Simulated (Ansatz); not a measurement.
# Ge_Al in AlN (F-43m): charge-transition levels and formation energies

Wanted: the transition levels of a substitutional impurity in AlN (F-43m), from a cell of 54 host atoms with 1 Al taken out and 1 Ge put in.

Main program and level: Ansatz 0.2.0; place-levels on r2SCAN runs: charge-transition levels and formation energies with image-charge correction and potential alignment at the atomic sites; PAW set soft_1.

## 1. The structure

The cell holds 54 atoms: 26 Al, 27 N and 1 Ge. Cell: a = 9.269 Å, b = 9.269 Å, c = 9.269 Å, α = 60.0°, β = 60.0°, γ = 60.0°. It derives from AlN (space group F-43m). Nearest the centre at fractional (0.333, 0.667, 0.667): Ge35 at 0.00 Å, N34 at 1.89 Å, N30 at 1.89 Å, N18 at 1.89 Å, N36 at 1.89 Å, Al23 at 3.09 Å, Al31 at 3.09 Å, Al5 at 3.09 Å.

Structure file:

```xyz
54
Lattice="0.0000 6.5542 6.5542 6.5542 0.0000 6.5542 6.5542 6.5542 0.0000" Properties=species:S:1:pos:R:3 pbc="T T T"
Al    0.0000    0.0000    0.0000
N     1.0924    1.0924    1.0924
Al    2.1847    2.1847    0.0000
N     3.2771    3.2771    1.0924
Al    4.3695    4.3695    0.0000
N     5.4618    5.4618    1.0924
Al    2.1847    0.0000    2.1847
N     3.2771    1.0924    3.2771
Al    4.3695    2.1847    2.1847
N     5.4618    3.2771    3.2771
Al    6.5542    4.3695    2.1847
N     7.6466    5.4618    3.2771
Al    4.3695    0.0000    4.3695
N     5.4618    1.0924    5.4618
Al    6.5542    2.1847    4.3695
N     7.6466    3.2771    5.4618
Al    8.7389    4.3695    4.3695
N     9.8313    5.4618    5.4618
Al    0.0000    2.1847    2.1847
N     1.0924    3.2771    3.2771
Al    2.1847    4.3695    2.1847
N     3.2771    5.4618    3.2771
Al    4.3695    6.5542    2.1847
N     5.4618    7.6466    3.2771
Al    2.1847    2.1847    4.3695
N     3.2771    3.2771    5.4618
Al    4.3695    4.3695    4.3695
N     5.4618    5.4618    5.4618
Al    6.5542    6.5542    4.3695
N     7.6466    7.6466    5.4618
Al    4.3695    2.1847    6.5542
N     5.4618    3.2771    7.6466
Al    6.5542    4.3695    6.5542
N     7.6466    5.4618    7.6466
Ge    8.7389    6.5542    6.5542
N     9.8313    7.6466    7.6466
Al    0.0000    4.3695    4.3695
N     1.0924    5.4618    5.4618
Al    2.1847    6.5542    4.3695
N     3.2771    7.6466    5.4618
Al    4.3695    8.7389    4.3695
N     5.4618    9.8313    5.4618
Al    2.1847    4.3695    6.5542
N     3.2771    5.4618    7.6466
Al    4.3695    6.5542    6.5542
N     5.4618    7.6466    7.6466
Al    6.5542    8.7389    6.5542
N     7.6466    9.8313    7.6466
Al    4.3695    4.3695    8.7389
N     5.4618    5.4618    9.8313
Al    6.5542    6.5542    8.7389
N     7.6466    7.6466    9.8313
Al    8.7389    8.7389    8.7389
N     9.8313    9.8313    9.8313
```

Known beforehand: the electronic dielectric constant, 4.64, and the static one, 8.51, computed on the host (DFPT, PBEsol, on the r2SCAN cell), and a cell off the functional's own equilibrium shifts the ionic part.

The cell's shortest repeat is 9.3 Å.

## 2. The runs of each charge state

A transition level is the Fermi level at which two charge states cost the same, so each charge needs its own total energy, at its own relaxed structure.

Random displacements of about 0.05 Å break the site symmetry at the start, so that the relaxation can reach a distorted minimum if there is one. Forces are taken at one point at (¼, ¼, ¼). The cell holds 1 electron more than the neutral one, with a uniform background that keeps it neutral on the whole.

The sampling was tested on the host first: at the k-points planned (1x1x1 shifted 0.25 0.25 0.25) its energy lies 0.045 eV an atom from the dense-mesh value, so the final energies take a denser sampling.

One state's input; the others differ in charge, spin, start and seed, and in occupations where the table says so.

qm1.relax/input.yaml reads:

```yaml
crystal:
  lattice:
    - [0.0, 2.18472995, 2.18472995]
    - [2.18472995, 0.0, 2.18472995]
    - [2.18472995, 2.18472995, 0.0]
  atoms:
    - { symbol: Al, position: [0.0, 0.0, 0.0] }
    - { symbol: "N", position: [0.25, 0.25, 0.25] }
  supercell: [3, 3, 3]
  defects: [{ substitution: { at: 34, symbol: Ge } }]
total_charge: -1
basis:
  ecutwfc: 500
  xc_grid: 2
hamiltonian:
  xc: r2scan
  pseudopotentials: { kind: paw, azcp: { folder: soft_1 } }
kpoints:
  mp_grid: { grid: [1, 1, 1], shift: [0.25, 0.25, 0.25] }
scf:
  occupations: { method: fixed }
  max_iter: 100
output:
  forces: true
  charged_corrections: { epsilon: 4.64, static_epsilon: 8.51 }
relax:
  f_tol: 0.02
  max_steps: 80
  random_displacement: { amplitude: 0.05, seed: 9138 }
checkpoint:
  write: "../qm1.relax.run"
  compress: false
  write_wavefunctions: true
  write_every: 100000
```

Launch:

```console
$ ansatz run input.yaml --threads 4 --pin off --max-ram 7536MiB --backend cpu --events-out ev --progress --plain --runs-dir out
```

Defect states can disperse in a cell of this size, so the energy is taken again at a 2×2×2 shifted mesh, on the relaxed structure.

The run of this state that the levels use, under r2SCAN:

qm1.point/input.yaml reads:

```yaml
crystal:
  checkpoint: "../qm1.relax.run"
  host: checkpoint
total_charge: -1
basis:
  ecutwfc: 500
  xc_grid: 2
hamiltonian:
  xc: r2scan
  pseudopotentials: { kind: paw, azcp: { folder: soft_1 } }
kpoints:
  mp_grid: { grid: [2, 2, 2], shift: [0.5, 0.5, 0.5] }
scf:
  occupations: { method: fermi_dirac, width: 0.01 }
  max_iter: 100
output:
  forces: true
  eigenvalues: true
  charged_corrections:
    epsilon: 4.64
    static_epsilon: 8.51
    defect_position: [0.333333, 0.666667, 0.666667]
  eigenstates: { localisation: true }
  populations: true
  band_densities: [{ bands: [v1, v1] }, { bands: [c1, c1] }]
  write_density: true
  write_potential: true
  volumetric_format: npy
checkpoint:
  read: "../qm1.relax.run"
  write: "../qm1.point.run"
  compress: false
  write_wavefunctions: false
  write_every: 100000
```

Relaxations under r2SCAN at one point at (¼, ¼, ¼); times on 4 threads of Arm Neoverse V1, shared host:

```
charge  moment (μB)  occupations    outcome  steps  largest displacement against the far atoms (Å)     time
    −1            0        fixed  converged     12                                            0.56     99 s
     0            1        fixed  converged      6                                            0.20  2.1 min
    +1            0        fixed  converged      5                                            0.03     50 s
```

Single points under r2SCAN at a 2×2×2 shifted mesh; times on 4 threads of Arm Neoverse V1, shared host:

```
charge  moment (μB)  occupations    outcome     time
    −1            0  fermi-dirac  converged     55 s
     0            1  fermi-dirac  converged  2.1 min
    +1            0  fermi-dirac  converged     48 s
```

Distances (Å) from Ge35 to the nearest atoms after relaxation with r2SCAN:

| charge | moment (μB) | 1. | 2. | 3. | 4. | 5. | 6. |
| --- | --- | --- | --- | --- | --- | --- | --- |
| −1 | 0 | N 1.93 | N 1.93 | N 1.93 | N 2.42 | Al 2.58 | Al 2.59 |
| 0 | 1 | N 1.92 | N 1.92 | N 1.92 | N 1.99 | Al 2.90 | Al 2.90 |
| +1 | 0 | N 1.87 | N 1.87 | N 1.87 | N 1.88 | Al 3.11 | Al 3.11 |

## 3. place-levels, r2SCAN

A charged cell interacts with its images and the background, and its potential has another zero than the host's. place-levels removes the first by a point-charge model, screened by the static dielectric constant since the ions have relaxed around the charge, and the second by comparing potentials at atoms far from the defect.

The host is a run of the defect-free crystal in the same cutoffs, grids and k-points, so that basis and sampling errors cancel in part in the differences. The host is run in a cell of 2 atoms on a matching mesh. Its band edges are searched through the zone by a band path, so the gap is smaller than, or equal to, that on the mesh. Chemical potentials are energies per atom of Al (fcc) and Ge (diamond), run with the same functional and cutoff.

levels.point.yaml reads:

```yaml
host:
  run: host.point.run
states: [qm1.point.run, q0_M1.point.run, qp1.point.run]
geometry_from:
  qm1.point.run: qm1.relax.run
  q0_M1.point.run: q0_M1.relax.run
  qp1.point.run: qp1.relax.run
  host.point.run: host.relax.run
chemical_potentials:
  Al:
    energy: -540.418346
    dataset: <sha256 of the dataset>
  Ge:
    energy: -4302.915218
    dataset: "<sha256 of the dataset>"
epsilon: 4.64
static_epsilon: 8.51
vertical:
  - { from: qm1.point.run, to: qm1.point_neutral.run }
  - { from: qp1.point.run, to: qp1.point_neutral.run }
```

Launch:

```console
$ ansatz place-levels levels.point.yaml -- --threads 4 --pin off --max-ram 7536MiB
```

Numbers of over 12 decimals in the logs are rounded to 6 here.

Output:

```text
[... repeated set-up lines and file paths are left out, and long positions are rounded to six places ...]
(+1/0) 4.243 eV above the valence edge, in the conduction band
(0/-1) 4.309 eV above the valence edge, in the conduction band
formation energy of charge +1: +0.658 eV with the Fermi level at the valence edge
formation energy of charge 0: +4.901 eV with the Fermi level at the valence edge
formation energy of charge -1: +9.210 eV with the Fermi level at the valence edge
vertical -1 to 0: no energy, since no alignment is typed
  the change from vertical[0].from (qm1.point.run) to vertical[0].to (qm1.point_neutral.run): by its potential at epsilon 4.64 it stands at 0.289 0.620 0.838, with an rms radius of about 2.1 Å (1.2 1.2 1.1 Å across the planes of the cell's vectors); [...]
vertical +1 to 0: no energy, since no alignment is typed
  the change from vertical[1].from (qp1.point.run) to vertical[1].to (qp1.point_neutral.run): by its potential at epsilon 4.64 it stands at 0.379 0.712 0.711, with an rms radius of about 4.8 Å (2.7 2.7 2.7 Å across the planes of the cell's vectors); [...]
  edges by r2scan, gap 3.918 eV; the host is sampled to repeats of 18.54 Å
  the defect's cells are sampled to repeats of 18.54 Å, like sampling
  charge +1: -28836.3734 eV with its correction of +0.449 eV, at epsilon 8.51, aligned at sites: +0.1533 eV, mean over 19 atomic sites at or beyond 4.63 Å from the host's site at [0.3332, 0.6666, 0.6666] by the defect at [0.3333, 0.6667, 0.6667], with [...]
  charge 0: +0.000 eV for its dipole among its images, +0.000 omitted
  charge -1: -28814.4204 eV with its correction of +0.057 eV, at epsilon 8.51, aligned at sites: +0.2391 eV, mean over 19 atomic sites at or beyond 4.63 Å from the host's site at [0.3332, 0.6666, 0.6666] by the defect at [0.3333, 0.6667, 0.6667], with [...]
  of states[2] (qp1.point.run): how wide its charge is, is not read beside other atoms or cores, and a band state would take no correction. [...]
  of states[1] (q0_M1.point.run): stability_check_not_made
  of states[0] (qm1.point.run): its alignment with the host at atomic sites is doubtful: the mean over the far sites moves by +0.0950 eV from their farther parts to their nearer, more than 0.05 eV. [...]
  of vertical[0].to (qm1.point_neutral.run): stability_check_not_made
  of vertical[1].from (qp1.point.run): it parts from the run at its places by a charge that spreads by about 2.7 Å along one vector (1.3 Å or more is wide), by its potential at epsilon 4.64, taken for that of held ions (one typed too small widens it), where [...]
  of vertical[1].to (qp1.point_neutral.run): its moments are held at its close (magnetization.spin_locking), by a field of 0.287 eV a Bohr magneton, and its energy and levels are of the state that this holds: a run that lets them go can end lower; [...]
```

The job ended after 0.34 s (4 threads of Arm Neoverse V1, shared host).

Levels between the charges placed, in eV above the valence top:

|  | gap (eV) | (+1/0) | (0/−1) |
| --- | --- | --- | --- |
| r2SCAN | 3.92 | 4.24 | 4.31 |

Corrections by state:

```csv
charge,moment (μB),image terms and alignment (eV),band filling (eV),ε used,"over the lowest of its charge, as the program ranks them, band filling apart (eV)"
+1,0.0,0.449,-,8.51,0.000
0,1.0,0.000,-,-,0.000
−1,0.0,0.057,-,8.51,0.000
```

The charged structures listed were also run neutral, and place-levels reads from each pair, by the potential or the spins, how wide the charge is by which they differ; that can be the carrier of either run.

```
charge  rms radius (Å)  spread where it is widest against the cell (Å)  wide from (Å)  reading
    +1             4.8                                            2.75           1.31     wide
    −1             2.1                                            1.24           1.31   narrow
```

The neutral runs of these pairs need not share the spin of the lowest neutral state, and very wide values only mean spread over the cell.

From the program's caveats on the states, each cut to its opening words:

- charge +1: how wide its charge is, is not read beside other atoms or cores, and a band state would take no correction
- charge +1: its alignment with the host at atomic sites is doubtful: the mean over the far sites moves by -0.1067 eV from their farther parts to their nearer, more than [...]
- charge 0 (1 μB): flagged: stability check not made
- charge −1: its alignment with the host at atomic sites is doubtful: the mean over the far sites moves by +0.0950 eV from their farther parts to their nearer, more than [...]

Formation energies (eV), elemental references (Δμ(Al) = 0.00 eV, Δμ(Ge) = 0.00 eV):

```csv
charge,Fermi level at the valence top,at the conduction bottom
+1,0.66,4.58
0,4.90,4.90
−1,9.21,5.29
```

## 4. The same at the relaxations' own k-points

The relaxations' own energies give the levels at their sampling, for comparison.

levels.relax_mesh.yaml reads:

```yaml
host:
  run: host.relax.run
states: [qm1.relax.run, q0_M1.relax.run, qp1.relax.run]
chemical_potentials:
  Al:
    energy: -540.418346
    dataset: <sha256 of the dataset>
  Ge:
    energy: -4302.915218
    dataset: "<sha256 of the dataset>"
```

Launch:

```console
$ ansatz place-levels levels.relax_mesh.yaml -- --threads 4 --pin off --max-ram 7536MiB
```

Output:

```text
(+1/0) 4.190 eV above the valence edge, in the conduction band
(0/-1) 4.260 eV above the valence edge, in the conduction band
formation energy of charge +1: +0.769 eV with the Fermi level at the valence edge
formation energy of charge 0: +4.959 eV with the Fermi level at the valence edge
formation energy of charge -1: +9.219 eV with the Fermi level at the valence edge
  edges by r2scan, gap 3.870 eV; the host is sampled to repeats of 9.27 Å
[... the lines on each state left out ...]
```

Elapsed: 0.11 s, on 4 threads.

Levels between neighbouring charges, in eV above the valence top:

```csv
,gap (eV),(+1/0),(0/−1)
"one point at (¼, ¼, ¼)",3.87,4.19,4.26
a 2×2×2 shifted mesh,3.92,4.24,4.31
```

Going from one point at (¼, ¼, ¼) to a 2×2×2 shifted mesh moves the levels that carry no band-filling term by up to 0.05 eV and formation energies against the elements by up to 0.11 eV.

## 5. Summary of results

```json
{"gap of the host": "3.92 eV (r2SCAN)", "level (plus 1/0)": "4.24 eV above the valence top, past the conduction bottom", "level (0/minus 1)": "4.31 eV above the valence top, past the conduction bottom", "lowest of the charges placed, just above the valence top (0.02 eV)": "+1", "lowest of the charges placed, just below the conduction bottom (0.02 eV)": "+1", "lowest formation energy at mid-gap of the charges run, elemental references": "2.62 eV", "standing of these levels": "doubtful, see below"}
```

In words: Of the charges placed (−1, 0 and +1), +1 is the lowest from 0.02 eV above the valence top to 0.02 eV below the conduction bottom, a gap of 3.92 eV. A neutral run at a charged structure lies 0.11 eV below the neutral state placed. Unless it holds a band carrier, charge 0 isn't at its lowest here, and with that energy the steps would read (+1/0) 4.14 eV and (0/−1) 4.42 eV, which can change which charges are lowest. Charges above +1 were not placed, so these runs say nothing of levels that involve them. States placed: +1 at 0 μB; 0 at 1 μB; −1 at 0 μB. Other spin states or structures, where not listed, weren't placed. Ge is taken at its element; compounds, which aren't counted here, bound the chemical potentials and would shift these formation energies. Going from one point at (¼, ¼, ¼) to a 2×2×2 shifted mesh moves the levels that carry no band-filling term by up to 0.05 eV and formation energies against the elements by up to 0.11 eV. The program doubts the alignment of potentials for at least one state, a sign that the cell is small. What this leaves open: r2SCAN makes the gap too small and tends to spread out bound carriers; where a gas molecule sets a chemical potential or the host's formation energy, its binding is uncorrected; force components of up to 0.29 eV/Å remain in a run at the final settings.

[Logs are printed without paths, hosts, clocks, repeated set-up lines and the standing remarks that a program may print on its own settings, such as how far it seeks lower states.]

[Hosts, paths, dates, database ids (printed as entryN), source tags and the programs' standing remarks are cut or masked in the printed files.]

[Where a table of states has a column of steps, it counts the stored structures, which are thinned; the runs took as many ionic steps or more.]

[A defect's name tells the site on which it was built; relaxed atoms can leave that site.]

[For some hosts the program warned that the k-mesh of the response run may be too coarse for force constants and the static dielectric constant; such warnings are not shown here.]
